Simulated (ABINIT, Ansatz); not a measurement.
# RbNbS3 (Pm-3m): zone-centre phonons, part 2 of 5

Which modes does RbNbS3 (Pm-3m) have at the zone centre?

ABINIT 10.8.3; DFT PBE, scalar-relativistic, plane waves, PseudoDojo norm-conserving pseudopotentials.

So far. Step 2 (Relaxation): Little changed from the start: no atom moved by 0.005 Å and no cell edge by 0.1 %. Step 3 (Ground state): The cell stands at -0.091 GPa, close enough for phonons. The relaxed cell has a = 4.901 Å (conventional setting).

The structure was built from a prototype and need not be the compound's stable phase.

**4. Linear response at Γ**

At q = 0 one unit cell holds all displacements. The response is solved for single atoms along the cell's directions, and symmetry skips those that follow from others. The crystal is treated as a metal, which screens a static field, so no field response is asked.

Contents of dfpt_gamma.abi:

```

# common to the responses
getwfk_filepath "gso_WFK"
kptopt 2
nqpt 1
qpt 0.0 0.0 0.0
asr 0
chneut 0

# displacements
rfphon 1
rfatpol 1 5
rfdir 1 1 1
tolvrs 1.0d-10
prtwf 0

# basis, mesh and filling
ecut 37.0
ngkpt 6 6 6
nshiftk 1
shiftk 0.0 0.0 0.0
istwfk *1
occopt 7
tsmear 0.01
nband 29
nstep 100
diemac 1000000.0
prtebands 0
prtgsr 0
useylm 1

# cell and atoms
acell 9.261444656 9.261444656 9.261444656
rprim 
    1.0 0.0 0.0
    0.0 1.0 0.0
    0.0 0.0 1.0
ntypat 3
znucl 37 41 16
natom 5
typat 1 2 3 3 3
xred 
    0.0 0.0 0.0
    0.5 0.5 0.5
    0.5 0.5 0.0
    0.5 0.0 0.5
    0.0 0.5 0.5
pp_dirpath "./pseudo"
pseudos "Rb.upf, Nb.upf, S.upf"
```

Launch:

```console
$ OMP_NUM_THREADS=1 mpirun -n 4 abinit dfpt_gamma.abi > dfpt_gamma.log
```

Numbers of over 12 decimals in the logs are rounded to 6 here.

dfpt_gamma.abo, the main output file:

```text
[banners, grids, parts of the stress and lines that vanish by symmetry left out]
- input  file    -> dfpt_gamma.abi
- output file    -> dfpt_gamma.abo
- root for input  files -> dfpt_gammai
- root for output files -> dfpt_gammao

 Symmetries : space group Pm -3 m (#221); Bravais cP (primitive cubic)
================================================================================
 Values of the parameters that define the memory need of the present run (RF).
     intxc =       0      iscf =       7    lmnmax =      25     lnmax =       7
     mgfft =      54  mpssoang =       4    mqgrid =    3001     natom =       5
  nloc_mem =       1    nspden =       1   nspinor =       1    nsppol =       1
      nsym =      48    n1xccc =    2501    ntypat =       3    occopt =       7
   xclevel =       2
-    mband =          29        mffmem =           1         mkmem =          28
-   mkqmem =          28        mk1mem =          28           mpw =        8578
      nfft =      157464          nkpt =         112
- my_mband =          29
================================================================================
================================================================================

--------------------------------------------------------------------------------
------------- Echo of variables that govern the present computation ------------
--------------------------------------------------------------------------------
-
- outvars: echo of selected default values
-   iomode0 =  0 , fftalg0 =312 , wfoptalg0 =  0
-
- outvars: echo of global parameters not present in the input file
-  max_nthreads =    1
-
 -outvars: echo values of preprocessed input variables
 [... echo left out ...]
================================================================================

 chkinp: Checking input parameters for consistency.

[...]
== DATASET  1 ==================================================================
-   mpi_nproc: 4, omp_nthreads: 1 (-1 if OMP is not activated)

--- !DatasetInfo
iteration_state: {dtset: 1, }
dimensions: {natom: 5, nkpt: 112, mband: 29, nsppol: 1, nspinor: 1, nspden: 1, mpw: 8578, }
cutoff_energies: {ecut:  37.0, pawecutdg:  -1.0, }
electrons: {nelect:   4.00000000E+01, charge:   0.00000000E+00, occopt:   7.00000000E+00, tsmear:   1.00000000E-02, }
meta: {optdriver: 1, rfphon: 1, }
...

 mkfilename: getwfk from: gso_WFK

 Real(R)+Recip(G) space primitive vectors, cartesian coordinates (Bohr,Bohr^-1):
 R(1)=  9.2614447  0.0000000  0.0000000  G(1)=  0.1079745  0.0000000  0.0000000
 R(2)=  0.0000000  9.2614447  0.0000000  G(2)=  0.0000000  0.1079745  0.0000000
 R(3)=  0.0000000  0.0000000  9.2614447  G(3)=  0.0000000  0.0000000  0.1079745
 Unit cell volume ucvol=  7.9439446E+02 bohr^3
 Angles (23,13,12)=  9.00000000E+01  9.00000000E+01  9.00000000E+01 degrees
 setup1 : take into account q-point for computing boxcut.

 getcut: wavevector=  0.0000  0.0000  0.0000  ngfft=  54  54  54
         ecut(hartree)=     37.000   => boxcut(ratio)=   2.12936

--- Pseudopotential description ------------------------------------------------
- pspini: atom type   1  psp file is ./pseudo/Rb.upf

- pspini: atom type   2  psp file is ./pseudo/Nb.upf

- pspini: atom type   3  psp file is ./pseudo/S.upf

   3.06942217E+03                                ecore*ucvol(ha*bohr**3)
--------------------------------------------------------------------------------

 ==>  initialize data related to q vector <==

 The list of irreducible perturbations for this q vector is:
    1)    idir= 1    ipert=   1
    2)    idir= 1    ipert=   2
    3)    idir= 1    ipert=   3
    4)    idir= 3    ipert=   3

[...]
The perturbation idir=   2  ipert=   1 is
 symmetric of a previously calculated perturbation.
 So, its SCF calculation is not needed.

 The perturbation idir=   3  ipert=   1 is
 symmetric of a previously calculated perturbation.
 So, its SCF calculation is not needed.

 The perturbation idir=   2  ipert=   2 is
 symmetric of a previously calculated perturbation.
 So, its SCF calculation is not needed.

 The perturbation idir=   3  ipert=   2 is
 symmetric of a previously calculated perturbation.
 So, its SCF calculation is not needed.

[...]
The perturbation idir=   2  ipert=   5 is
 symmetric of a previously calculated perturbation.
 So, its SCF calculation is not needed.

 The perturbation idir=   3  ipert=   5 is
 symmetric of a previously calculated perturbation.
 So, its SCF calculation is not needed.

--------------------------------------------------------------------------------
 Perturbation wavevector (in red.coord.)   0.000000  0.000000  0.000000
 Perturbation : displacement of atom   1   along direction   1
 Found     8 symmetries that leave the perturbation invariant.

[...]
dfpt_looppert : total number of electrons, from k and k+q
  fully or partially occupied states are    4.000000E+01 and    4.000000E+01.
 Initialisation of the first-order wave-functions :
  ireadwf=   0

--- !BeginCycle
iteration_state: {dtset: 1, }
solver: {iscf: 7, nstep: 100, nline: 4, wfoptalg: 0, }
tolerances: {tolvrs: 1.00E-10, }
...

     iter   2DEtotal(Ha)        deltaE(Ha) residm    vres2
-ETOT  1   2.973003     -1.587E+03 5.206E+00 1.177E+03
 ETOT  2   1.638779     -1.334E+00 4.307E-01 2.381E+02
 ETOT  3   1.570484     -6.829E-02 6.332E-02 2.525E+01
 ETOT  4   1.567943     -2.541E-03 3.389E-02 1.234E+00
 ETOT  5   1.567816     -1.274E-04 8.839E-03 1.122E-01
[...]
At SCF step   13       vres2   =  3.56E-11 < tolvrs=  1.00E-10 =>converged.
[...]
Mean square residual over all n,k,spin=   63.404E-08; max=  67.148E-05

 Thirteen components of 2nd-order total energy (hartree) are
 1,2,3: 0th-order hamiltonian combined with 1st-order wavefunctions
     kin0=   1.24038527E+03 eigvalue=   1.30610724E+02  local=  -5.92837166E+02
 4,5,6: 1st-order hamiltonian combined with 1st and 0th-order wfs
 loc psp =  -1.27727595E+03  Hartree=   4.58949405E+02     xc=  -1.29742176E+02
 note that "loc psp" includes a xc core correction that could be resolved
 7,8,9: eventually, occupation + non-local contributions
    edocc=   6.60156204E+01     enl0=   4.15259093E+02   enl1=  -1.90000559E+03
 1-9 gives the relaxation energy (to be shifted if some occ is /=2.0)
   erelax=  -1.58864077E+03
 10,11,12 Non-relaxation  contributions : frozen-wavefunctions and Ewald
 fr.local=   5.43385882E+02 fr.nonlo=   9.51934589E+02  Ewald=   1.26186843E+02
 13,14 Frozen wf xc core corrections (1) and (2)
 frxc 1  =  -2.31897477E+02  frxc 2 =   2.00598729E+02
 Resulting in :
 2DEtotal=    0.1567797565E+01 Ha. Also 2DEtotal=    0.426619450991E+02 eV
    (2DErelax=   -1.5886407689E+03 Ha. 2DEnonrelax=    1.5902085665E+03 Ha)
    (  non-var. 2DEtotal :    1.5677976108E+00 Ha)

[...]
Perturbation wavevector (in red.coord.)   0.000000  0.000000  0.000000
 Perturbation : displacement of atom   2   along direction   1
 Found     8 symmetries that leave the perturbation invariant.

[...]
dfpt_looppert : total number of electrons, from k and k+q
  fully or partially occupied states are    4.000000E+01 and    4.000000E+01.
 Initialisation of the first-order wave-functions :
  ireadwf=   0

--- !BeginCycle
iteration_state: {dtset: 1, }
solver: {iscf: 7, nstep: 100, nline: 4, wfoptalg: 0, }
tolerances: {tolvrs: 1.00E-10, }
...

     iter   2DEtotal(Ha)        deltaE(Ha) residm    vres2
-ETOT  1   4.715107     -5.070E+03 2.929E+01 8.060E+03
[...]
At SCF step   13       vres2   =  5.64E-11 < tolvrs=  1.00E-10 =>converged.
[...]
Mean square residual over all n,k,spin=   11.592E-07; max=  10.140E-04

 Thirteen components of 2nd-order total energy (hartree) are
 1,2,3: 0th-order hamiltonian combined with 1st-order wavefunctions
     kin0=   3.83360583E+03 eigvalue=   5.56669305E+02  local=  -3.43650120E+03
 4,5,6: 1st-order hamiltonian combined with 1st and 0th-order wfs
 loc psp =  -4.98277668E+03  Hartree=   1.47579809E+03     xc=  -3.12782169E+02
 note that "loc psp" includes a xc core correction that could be resolved
 7,8,9: eventually, occupation + non-local contributions
    edocc=   5.59581018E+02     enl0=   2.39727703E+03   enl1=  -5.16451913E+03
 1-9 gives the relaxation energy (to be shifted if some occ is /=2.0)
   erelax=  -5.07364791E+03
 10,11,12 Non-relaxation  contributions : frozen-wavefunctions and Ewald
 fr.local=   2.34640195E+03 fr.nonlo=   2.57117116E+03  Ewald=   1.58751190E+02
 13,14 Frozen wf xc core corrections (1) and (2)
 frxc 1  =  -4.00705719E+02  frxc 2 =   3.98807366E+02
 Resulting in :
 2DEtotal=    0.7780414928E+00 Ha. Also 2DEtotal=    0.211715875753E+02 eV
    (2DErelax=   -5.0736479066E+03 Ha. 2DEnonrelax=    5.0744259481E+03 Ha)
    (  non-var. 2DEtotal :    7.7804318437E-01 Ha)

[...]
Perturbation wavevector (in red.coord.)   0.000000  0.000000  0.000000
 Perturbation : displacement of atom   3   along direction   1
 Found     4 symmetries that leave the perturbation invariant.

[...]
dfpt_looppert : total number of electrons, from k and k+q
  fully or partially occupied states are    4.000000E+01 and    4.000000E+01.
 Initialisation of the first-order wave-functions :
  ireadwf=   0

--- !BeginCycle
iteration_state: {dtset: 1, }
solver: {iscf: 7, nstep: 100, nline: 4, wfoptalg: 0, }
tolerances: {tolvrs: 1.00E-10, }
...

     iter   2DEtotal(Ha)        deltaE(Ha) residm    vres2
-ETOT  1   3.298652     -6.103E+02 6.678E+00 8.683E+02
[...]
At SCF step   13       vres2   =  6.51E-11 < tolvrs=  1.00E-10 =>converged.
[...]
Mean square residual over all n,k,spin=   71.272E-08; max=  55.471E-05

 Thirteen components of 2nd-order total energy (hartree) are
 1,2,3: 0th-order hamiltonian combined with 1st-order wavefunctions
     kin0=   5.56404677E+02 eigvalue=  -8.57781489E+00  local=  -3.86064857E+02
 4,5,6: 1st-order hamiltonian combined with 1st and 0th-order wfs
 loc psp =  -4.67032506E+02  Hartree=   1.70247285E+02     xc=  -5.21691152E+01
 note that "loc psp" includes a xc core correction that could be resolved
 7,8,9: eventually, occupation + non-local contributions
    edocc=   2.40771074E+01     enl0=   3.07017764E+02   enl1=  -7.54837586E+02
 1-9 gives the relaxation energy (to be shifted if some occ is /=2.0)
   erelax=  -6.10935046E+02
 10,11,12 Non-relaxation  contributions : frozen-wavefunctions and Ewald
 fr.local=   2.75510126E+02 fr.nonlo=   3.81698950E+02  Ewald=  -2.59869617E+01
 13,14 Frozen wf xc core corrections (1) and (2)
 frxc 1  =  -7.51154895E+01  frxc 2 =   5.75082517E+01
 Resulting in :
 2DEtotal=    0.2679831462E+01 Ha. Also 2DEtotal=    0.729219289997E+02 eV
    (2DErelax=   -6.1093504574E+02 Ha. 2DEnonrelax=    6.1361487720E+02 Ha)
    (  non-var. 2DEtotal :    2.6798313960E+00 Ha)

[...]
Perturbation wavevector (in red.coord.)   0.000000  0.000000  0.000000
 Perturbation : displacement of atom   3   along direction   3
 Found     8 symmetries that leave the perturbation invariant.

--------------------------------------------------------------------------------

--------------------------------------------------------------------------------

 dfpt_looppert : total number of electrons, from k and k+q
  fully or partially occupied states are    4.000000E+01 and    4.000000E+01.
 Initialisation of the first-order wave-functions :
  ireadwf=   0

--- !BeginCycle
iteration_state: {dtset: 1, }
solver: {iscf: 7, nstep: 100, nline: 4, wfoptalg: 0, }
tolerances: {tolvrs: 1.00E-10, }
...

     iter   2DEtotal(Ha)        deltaE(Ha) residm    vres2
-ETOT  1   11.907685401405     -6.339E+02 4.451E+00 2.636E+04
[...]
ETOT 13   6.332766     -3.763E-11 1.387E-03 1.300E-10
 ETOT 14   6.332766     -2.956E-12 4.164E-04 2.976E-12

 At SCF step   14       vres2   =  2.98E-12 < tolvrs=  1.00E-10 =>converged.
[...]
Mean square residual over all n,k,spin=   48.308E-08; max=  41.637E-05

 Thirteen components of 2nd-order total energy (hartree) are
 1,2,3: 0th-order hamiltonian combined with 1st-order wavefunctions
     kin0=   5.81663670E+02 eigvalue=  -2.02196821E+00  local=  -4.15099924E+02
 4,5,6: 1st-order hamiltonian combined with 1st and 0th-order wfs
 loc psp =  -4.90973738E+02  Hartree=   1.98833209E+02     xc=  -5.35935152E+01
 note that "loc psp" includes a xc core correction that could be resolved
 7,8,9: eventually, occupation + non-local contributions
    edocc=   3.43103474E+01     enl0=   2.95353474E+02   enl1=  -7.87916849E+02
 1-9 gives the relaxation energy (to be shifted if some occ is /=2.0)
   erelax=  -6.39445294E+02
 10,11,12 Non-relaxation  contributions : frozen-wavefunctions and Ewald
 fr.local=  -6.79891175E+01 fr.nonlo=   4.03454712E+02  Ewald=   3.28770870E+02
 13,14 Frozen wf xc core corrections (1) and (2)
 frxc 1  =  -7.47208327E+01  frxc 2 =   5.62624270E+01
 Resulting in :
 2DEtotal=    0.6332765731E+01 Ha. Also 2DEtotal=    0.172323334304E+03 eV
    (2DErelax=   -6.3944529372E+02 Ha. 2DEnonrelax=    6.4577805945E+02 Ha)
    (  non-var. 2DEtotal :    6.3327658093E+00 Ha)

[...]
---- first-order wavefunction calculations are completed ----

 ==> Compute Derivative Database <==

 [... matrices left out ...]
  Phonon wavevector (reduced coordinates) :  0.00000  0.00000  0.00000
 Phonon energies in Hartree :
   9.043384E-06  9.043384E-06  9.043385E-06  2.595505E-04  2.595505E-04
   2.595505E-04  4.730459E-04  4.730459E-04  4.730459E-04  6.836007E-04
   6.836007E-04  6.836007E-04  1.320766E-03  1.320766E-03  1.320766E-03
 Phonon frequencies in cm-1    :
-  1.984793E+00  1.984793E+00  1.984793E+00  5.696475E+01  5.696475E+01
-  5.696475E+01  1.038216E+02  1.038216E+02  1.038216E+02  1.500330E+02
-  1.500330E+02  1.500330E+02  2.898746E+02  2.898746E+02  2.898746E+02

== END DATASET(S) ==============================================================
================================================================================

 -outvars: echo values of variables after computation
            acell      9.2614446560E+00  9.2614446560E+00  9.2614446560E+00 Bohr
           etotal      6.3327657307E+00
            fcart      0.0000000000E+00  0.0000000000E+00  0.0000000000E+00
           strten      0.0000000000E+00  0.0000000000E+00  0.0000000000E+00
================================================================================
```

Wall time 16 min (4 MPI ranks of Intel Xeon at 2.70GHz, shared host).

Read from the output:

| Property | Result |
| --- | --- |
| largest acoustic frequency at the zone centre before the sum rule | 1.98 cm⁻¹ |
| highest optical zone-centre mode (no LO-TO term) | 289.9 cm⁻¹ |
| lowest optical zone-centre mode | 56.96 cm⁻¹ |

The acoustic modes at Γ come out as far as 2.0 cm⁻¹ from zero, where they should vanish, a small numerical error.

(Part 2 of 5 ends here.)

[Host names and launcher messages were left out of these logs when they were recorded.]

[Logs are printed without paths, hosts, clocks, repeated set-up lines and the standing remarks that a program may print on its own settings, such as how far it seeks lower states.]

[Hosts, paths, dates, database ids (printed as entryN), source tags and the programs' standing remarks are cut or masked in the printed files.]
